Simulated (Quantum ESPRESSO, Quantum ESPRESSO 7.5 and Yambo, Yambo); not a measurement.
# A GW chain in Yambo: SnSe2 (1T monolayer)

How does a plane-wave GW calculation on SnSe2 (1T monolayer) run from the first input to the gap?

Main program and level: Quantum ESPRESSO 7.5 and Yambo 5.3.0; PBE and many-body steps on it, plane waves.

## 1. Starting point

The cell holds 3 atoms: 1 Sn and 2 Se. Cell: a = 3.873 Å, b = 3.873 Å, c = 15.000 Å, α = 90.0°, β = 90.0°, γ = 120.0°. Vacuum lies along c.

The structure was relaxed with PBE. The runs that relaxed it are not among those shown.

## 2. Ground state

This step: Quantum ESPRESSO 7.5; DFT, PBE, plane waves, norm-conserving pseudopotentials.

The ground-state density comes first.

The input, pw.in:

```
&control
  calculation = 'scf'
  prefix = 'x'
  outdir = 'o'
  pseudo_dir = 'pseudo'
/
&system
  ibrav = 0
  nat = 3
  ntyp = 2
  ecutwfc = 104.0
  nbnd = 40
  force_symmorphic = .true.
/
&electrons
  conv_thr = 1e-10
  electron_maxstep = 80
  mixing_beta = 0.5
/
ATOMIC_SPECIES
  Sn 118.71 Sn.upf
  Se 78.971 Se.upf
CELL_PARAMETERS angstrom
  3.8732937303 -0.0000000001 0.0000000000
  -1.9366468651 3.3543707668 0.0000000000
  0.0000000000 0.0000000000 15.0000000000
ATOMIC_POSITIONS crystal
  Sn 0.0000000000 0.0000000000 0.5000000000
  Se 0.3333333333 0.6666666667 0.6063661892
  Se 0.6666666667 0.3333333333 0.3936338108
K_POINTS automatic
  9 9 1 0 0 0
```

Started as:

```console
OMP_NUM_THREADS=1 mpirun -n 8 pw.x -nk 8 -in pw.in > pw.out
```

Output:

```text
Program PWSCF v.7.5 starts

     This program is part of the open-source Quantum ESPRESSO suite
     for quantum simulation of materials; please cite
         "P. Giannozzi et al., J. Phys.:Condens. Matter 21 395502 (2009);
         "P. Giannozzi et al., J. Phys.:Condens. Matter 29 465901 (2017);
         "P. Giannozzi et al., J. Chem. Phys. 152 154105 (2020);
     in publications or presentations arising from this work. More details at
     Message from routine setup:
     using ibrav=0 with symmetry is DISCOURAGED, use correct ibrav instead

     G-vector sticks info

     bravais-lattice index     =            0
     lattice parameter (alat)  =       7.3195  a.u.
     unit-cell volume          =    1315.1623 (a.u.)^3
     number of atoms/cell      =            3
     number of atomic types    =            2
     number of electrons       =        70.00
     number of Kohn-Sham states=           40
     kinetic-energy cutoff     =     104.0000  Ry
     charge density cutoff     =     416.0000  Ry
     scf convergence threshold =      1.0E-10
     mixing beta               =       0.5000
     number of iterations used =            8  plain     mixing
     Exchange-correlation= PBE
                           (   1   4   3   4   0   0   0)

     celldm(1)=   7.319464  celldm(2)=   0.000000  celldm(3)=   0.000000
     celldm(4)=   0.000000  celldm(5)=   0.000000  celldm(6)=   0.000000

     crystal axes: (cart. coord. in units of alat)
               a(1) = (   1.000000  -0.000000   0.000000 )
               a(2) = (  -0.500000   0.866025   0.000000 )
               a(3) = (   0.000000   0.000000   3.872673 )

     reciprocal axes: (cart. coord. in units 2 pi/alat)
               b(1) = (  1.000000  0.577350 -0.000000 )
               b(2) = (  0.000000  1.154701 -0.000000 )
               b(3) = ( -0.000000 -0.000000  0.258220 )
     Pseudo is Norm-conserving + core correction, Zval = 22.0
     Generated using ONCVPSP code by D. R. Hamann
     Using radial grid of 1628 points,  6 beta functions with:
     Pseudo is Norm-conserving + core correction, Zval = 24.0
     Generated using ONCVPSP code by D. R. Hamann
     Using radial grid of 1214 points,  6 beta functions with:
     Sn               22.00   118.71000     Sn( 1.00)
     Se               24.00    78.97100     Se( 1.00)

     12 Sym. Ops., with inversion, found

   Cartesian axes

     site n.     atom                  positions (alat units)
         1        Sn     tau(   1) = (   0.0000000   0.0000000   1.9363365  )
         2        Se     tau(   2) = (  -0.0000000   0.5773503   2.3482580  )
         3        Se     tau(   3) = (   0.5000000   0.2886751   1.5244150  )

     number of k points=    12
                       cart. coord. in units 2pi/alat
        k(    1) = (   0.0000000   0.0000000   0.0000000), wk =   0.0246914
        k(    2) = (   0.0000000   0.1283001   0.0000000), wk =   0.1481481
        k(    3) = (   0.0000000   0.2566001   0.0000000), wk =   0.1481481
        k(    4) = (   0.0000000   0.3849002   0.0000000), wk =   0.1481481
        k(    5) = (   0.0000000   0.5132002   0.0000000), wk =   0.1481481
        k(    6) = (   0.1111111   0.1924501   0.0000000), wk =   0.1481481
        k(    7) = (   0.1111111   0.3207501   0.0000000), wk =   0.2962963
        k(    8) = (   0.1111111   0.4490502   0.0000000), wk =   0.2962963
        k(    9) = (   0.1111111   0.5773503   0.0000000), wk =   0.1481481
        k(   10) = (   0.2222222   0.3849002   0.0000000), wk =   0.1481481
        k(   11) = (   0.2222222   0.5132002   0.0000000), wk =   0.2962963
        k(   12) = (   0.3333333   0.5773503   0.0000000), wk =   0.0493827

     Dense  grid:   188435 G-vectors     FFT dimensions: (  48,  48, 192)

     Initial potential from superposition of free atoms

     starting charge      69.9983, renormalised to      70.0000
     Starting wfcs are   39 randomized atomic wfcs +    1 random wfcs

     per-process dynamical memory:   142.0 Mb

     Self-consistent Calculation

     iteration #  1     ecut=   104.00 Ry     beta= 0.50

     Threshold (ethr) on eigenvalues was too large:
     Diagonalizing with lowered threshold

     total energy              =   -1796.24800477 Ry
     estimated scf accuracy    <       0.07871067 Ry

     iteration #  2     ecut=   104.00 Ry     beta= 0.50

     total energy              =   -1796.26171210 Ry
     estimated scf accuracy    <       0.02247692 Ry

     iteration #  3     ecut=   104.00 Ry     beta= 0.50

     total energy              =   -1796.26649281 Ry
     estimated scf accuracy    <       0.00350714 Ry

     iteration #  4     ecut=   104.00 Ry     beta= 0.50

     total energy              =   -1796.26697294 Ry
     estimated scf accuracy    <       0.00029132 Ry

     iteration #  5     ecut=   104.00 Ry     beta= 0.50

     total energy              =   -1796.26698761 Ry
     estimated scf accuracy    <       0.00000983 Ry

     iteration #  6     ecut=   104.00 Ry     beta= 0.50

     total energy              =   -1796.26698910 Ry
     estimated scf accuracy    <       0.00000051 Ry

     iteration #  7     ecut=   104.00 Ry     beta= 0.50

     total energy              =   -1796.26698923 Ry
     estimated scf accuracy    <       0.00000004 Ry

     iteration #  8     ecut=   104.00 Ry     beta= 0.50

     total energy              =   -1796.26698923 Ry
     estimated scf accuracy    <          2.1E-09 Ry

     iteration #  9     ecut=   104.00 Ry     beta= 0.50

     total energy              =   -1796.26698923 Ry
     estimated scf accuracy    <          5.3E-10 Ry

     iteration # 10     ecut=   104.00 Ry     beta= 0.50

     total energy              =   -1796.26698923 Ry
     estimated scf accuracy    <          1.4E-10 Ry

     iteration # 11     ecut=   104.00 Ry     beta= 0.50

     End of self-consistent calculation

          k = 0.0000 0.0000 0.0000 ( 23571 PWs)   bands (ev):

  -206.8599-206.8599-146.3526-146.3526-146.3526-146.3526-146.3115-146.3115
  -129.0131 -84.7911 -84.7911 -84.7816 -46.5343 -46.5343 -46.5343 -46.5343
   -46.4965 -46.4965 -46.4963 -46.4963 -46.4839 -46.4838 -20.9839 -20.9839
   -20.9542 -20.9443 -20.9443 -13.1677 -11.9089  -5.3988  -0.8823  -0.3200
    -0.3200   0.0535   0.0535   1.6251   3.1878   4.7041   4.7041   5.2910

          k = 0.0000 0.1283 0.0000 ( 23531 PWs)   bands (ev):

  -206.8599-206.8599-146.3526-146.3526-146.3526-146.3526-146.3115-146.3115
  -129.0131 -84.7912 -84.7911 -84.7816 -46.5343 -46.5343 -46.5343 -46.5342
   -46.4965 -46.4965 -46.4963 -46.4963 -46.4839 -46.4838 -20.9877 -20.9798
   -20.9515 -20.9471 -20.9442 -13.0565 -11.8342  -5.4373  -1.2664  -0.8352
    -0.6780  -0.5081   0.1378   2.1631   3.7936   4.5603   4.9682   5.5674

          k = 0.0000 0.2566 0.0000 ( 23533 PWs)   bands (ev):

  -206.8599-206.8599-146.3526-146.3526-146.3526-146.3526-146.3115-146.3115
  -129.0131 -84.7912 -84.7912 -84.7816 -46.5343 -46.5343 -46.5341 -46.5341
   -46.4965 -46.4965 -46.4964 -46.4963 -46.4838 -46.4837 -20.9992 -20.9709
   -20.9543 -20.9426 -20.9426 -12.7394 -11.6431  -5.6534  -2.5639  -1.4735
    -1.2416  -0.6548   0.0820   2.0943   4.0977   5.4393   5.4808   6.0049

          k = 0.0000 0.3849 0.0000 ( 23518 PWs)   bands (ev):

     [... further k-points ...]

     highest occupied, lowest unoccupied level (ev):     0.1378    0.9800

!    total energy              =   -1796.26698924 Ry
     estimated scf accuracy    <          1.3E-12 Ry

     The total energy is the sum of the following terms:
     one-electron contribution =   -4386.02326726 Ry
     hartree contribution      =    2117.60029019 Ry
     xc contribution           =    -169.38631961 Ry
     ewald contribution        =     641.54230746 Ry

     convergence has been achieved in  11 iterations

     XML data file, charge density, pseudopotentials, collected wavefunctions

=------------------------------------------------------------------------------=
   JOB DONE.
=------------------------------------------------------------------------------=
```

Run time: 47 s. Hardware: 8 MPI ranks of Intel Xeon 6975P-C (Granite Rapids), shared host; peak memory 1.8 GiB.

Numbers from this step:

```yaml
total_energy: -24439.4574 eV
gap: 0.8422 eV
k_of_the_valence_top: 0, 0.1111, 0
k_of_the_conduction_bottom: 0, 0.4444, 0
least_direct_gap: 1.140 eV
```

The gap is indirect, with the least direct gap 0.30 eV higher.

## 3. Bands along the symmetry lines

Levels along a band path, at the cheap level, show where the edges lie and whether the meshes to come will hold them.

The input, pw.in:

```
&control
  calculation = 'bands'
  prefix = 'x'
  outdir = 'o'
  pseudo_dir = 'pseudo'
/
&system
  ibrav = 0
  nat = 3
  ntyp = 2
  ecutwfc = 104.0
  nbnd = 41
  force_symmorphic = .true.
/
&electrons
  conv_thr = 1e-9
  electron_maxstep = 80
  diago_full_acc = .true.
  diago_thr_init = 5e-6
/
ATOMIC_SPECIES
  Sn 118.71 Sn.upf
  Se 78.971 Se.upf
CELL_PARAMETERS angstrom
  3.8732937303 -0.0000000001 0.0000000000
  -1.9366468651 3.3543707668 0.0000000000
  0.0000000000 0.0000000000 15.0000000000
ATOMIC_POSITIONS crystal
  Sn 0.0000000000 0.0000000000 0.5000000000
  Se 0.3333333333 0.6666666667 0.6063661892
  Se 0.6666666667 0.3333333333 0.3936338108
K_POINTS crystal
  25
  0.00000000 0.00000000 0.00000000 1
  0.06250000 0.00000000 0.00000000 1
  0.12500000 0.00000000 0.00000000 1
  0.18750000 0.00000000 0.00000000 1
  0.25000000 0.00000000 0.00000000 1
  0.31250000 0.00000000 0.00000000 1
  0.37500000 0.00000000 0.00000000 1
  0.43750000 0.00000000 0.00000000 1
  0.50000000 0.00000000 0.00000000 1
  0.47916667 0.04166667 0.00000000 1
  0.45833333 0.08333333 0.00000000 1
  0.43750000 0.12500000 0.00000000 1
  0.41666666 0.16666666 0.00000000 1
  0.39583333 0.20833333 0.00000000 1
  0.37500000 0.25000000 0.00000000 1
  0.35416666 0.29166666 0.00000000 1
  0.33333333 0.33333333 0.00000000 1
  0.29166666 0.29166666 0.00000000 1
  0.25000000 0.25000000 0.00000000 1
  0.20833333 0.20833333 0.00000000 1
  0.16666666 0.16666666 0.00000000 1
  0.12500000 0.12500000 0.00000000 1
  0.08333333 0.08333333 0.00000000 1
  0.04166667 0.04166667 0.00000000 1
  0.00000000 0.00000000 0.00000000 1
```

Output:

```text
[banner, memory and clock lines left out]
Program PWSCF v.7.5 starts

     Atomic positions and unit cell read from directory:
     o/x.save/

     Message from routine setup:
     using ibrav=0 with symmetry is DISCOURAGED, use correct ibrav instead

     G-vector sticks info

     bravais-lattice index     =            0
     lattice parameter (alat)  =       7.3195  a.u.
     unit-cell volume          =    1315.1623 (a.u.)^3
     number of atoms/cell      =            3
     number of atomic types    =            2
     number of electrons       =        70.00
     number of Kohn-Sham states=           41
     kinetic-energy cutoff     =     104.0000  Ry
     charge density cutoff     =     416.0000  Ry
     Exchange-correlation= PBE
                           (   1   4   3   4   0   0   0)

     celldm(1)=   7.319464  celldm(2)=   0.000000  celldm(3)=   0.000000
     celldm(4)=   0.000000  celldm(5)=   0.000000  celldm(6)=   0.000000

     crystal axes: (cart. coord. in units of alat)
               a(1) = (   1.000000  -0.000000   0.000000 )
               a(2) = (  -0.500000   0.866025   0.000000 )
               a(3) = (   0.000000   0.000000   3.872673 )

     reciprocal axes: (cart. coord. in units 2 pi/alat)
               b(1) = (  1.000000  0.577350 -0.000000 )
               b(2) = (  0.000000  1.154701 -0.000000 )
               b(3) = ( -0.000000 -0.000000  0.258220 )
     Pseudo is Norm-conserving + core correction, Zval = 22.0
     Generated using ONCVPSP code by D. R. Hamann
     Using radial grid of 1628 points,  6 beta functions with:
     Pseudo is Norm-conserving + core correction, Zval = 24.0
     Generated using ONCVPSP code by D. R. Hamann
     Using radial grid of 1214 points,  6 beta functions with:
     Sn               22.00   118.71000     Sn( 1.00)
     Se               24.00    78.97100     Se( 1.00)

     12 Sym. Ops., with inversion, found

   Cartesian axes

     site n.     atom                  positions (alat units)
         1        Sn     tau(   1) = (   0.0000000   0.0000000   1.9363365  )
         2        Se     tau(   2) = (  -0.0000000   0.5773503   2.3482580  )
         3        Se     tau(   3) = (   0.5000000   0.2886751   1.5244150  )

     number of k points=    25
                       cart. coord. in units 2pi/alat
        k(    1) = (   0.0000000   0.0000000   0.0000000), wk =   0.0800000
        k(    2) = (   0.0625000   0.0360844   0.0000000), wk =   0.0800000
        k(    3) = (   0.1250000   0.0721688   0.0000000), wk =   0.0800000
[...]
[... 13 further rows ...]
        k(   24) = (   0.0416667   0.0721688   0.0000000), wk =   0.0800000
        k(   25) = (   0.0000000   0.0000000   0.0000000), wk =   0.0800000

     Dense  grid:   188435 G-vectors     FFT dimensions: (  48,  48, 192)

     The potential is recalculated from file :
     o/x.save/charge-density

     Starting wfcs are   39 randomized atomic wfcs +    2 random wfcs

     Band Structure Calculation

     End of band structure calculation

          k = 0.0000 0.0000 0.0000 ( 23571 PWs)   bands (ev):

  -206.8599-206.8599-146.3526-146.3526-146.3526-146.3526-146.3115-146.3115
  -129.0131 -84.7911 -84.7911 -84.7816 -46.5343 -46.5343 -46.5343 -46.5343
   -46.4965 -46.4965 -46.4963 -46.4963 -46.4839 -46.4838 -20.9839 -20.9839
   -20.9542 -20.9443 -20.9443 -13.1677 -11.9089  -5.3988  -0.8823  -0.3200
[...]
5.8994

          k = 0.0625 0.0361 0.0000 ( 23549 PWs)   bands (ev):

  -206.8599-206.8599-146.3526-146.3526-146.3526-146.3526-146.3115-146.3115
[...]
5.9273

          k = 0.1250 0.0722 0.0000 ( 23527 PWs)   bands (ev):

  -206.8599-206.8599-146.3526-146.3526-146.3526-146.3526-146.3115-146.3115
[...]
6.0101

[...]
k = 0.0417 0.0722 0.0000 ( 23551 PWs)   bands (ev):

  -206.8599-206.8599-146.3526-146.3526-146.3526-146.3526-146.3115-146.3115
[...]
5.9367

          k = 0.0000 0.0000 0.0000 ( 23571 PWs)   bands (ev):

  -206.8599-206.8599-146.3526-146.3526-146.3526-146.3526-146.3115-146.3115
[...]
-20.9542 -20.9443 -20.9443 -13.1677 -11.9089  -5.3988  -0.8823  -0.3200
    -0.3200   0.0535   0.0535   1.6252   3.1878   4.7041   4.7041   5.2910
     5.8994

     XML data file, pseudopotentials, collected wavefunctions
```

Elapsed: 16 s, on 8 MPI ranks; peak memory 1.7 GiB.

This step gave:

```yaml
gap: 0.7831 eV
k_of_the_valence_top: 0.125, 0, 0
k_of_the_conduction_bottom: 0.5, 0, 0
least_direct_gap: 1.098 eV
```

The gap is 0.783 eV, −0.059 eV from the run before at this level.

The electronic bands at the labelled points (eV, zero at the top of the highest filled band):

```csv
point,band 32,band 33,band 34,band 35,band 36,band 37,band 38,band 39
Γ,-0.46,-0.46,-0.09,-0.09,1.48,3.05,4.56,4.56
halfway,-1.79,-1.51,-0.76,-0.09,1.79,4.04,5.43,5.45
M,-2.19,-2.14,-0.65,-0.31,0.78,4.09,5.43,5.72
halfway,-2.95,-2.44,-0.81,-0.62,1.52,5.08,5.25,5.72
K,-3.50,-3.12,-0.78,-0.78,1.80,5.27,5.27,6.52
halfway,-2.67,-1.39,-0.86,-0.43,2.11,4.64,5.00,5.55
Γ,-0.46,-0.46,-0.09,-0.09,1.48,3.05,4.56,4.56
```

[end of part 1 of 3]

[Paths, hosts, dates, memory and timing lines, banners, echoed tables and standing remarks are left out of the program output.]

[Logs are printed without paths, hosts, clocks, repeated set-up lines and the standing remarks that a program may print on its own settings, such as how far it seeks lower states.]

[Runs of the session that timed out or met a known fault of the program may be left out.]

[Hosts, paths, dates, database ids (printed as entryN), source tags and the programs' standing remarks are cut or masked in the printed files.]
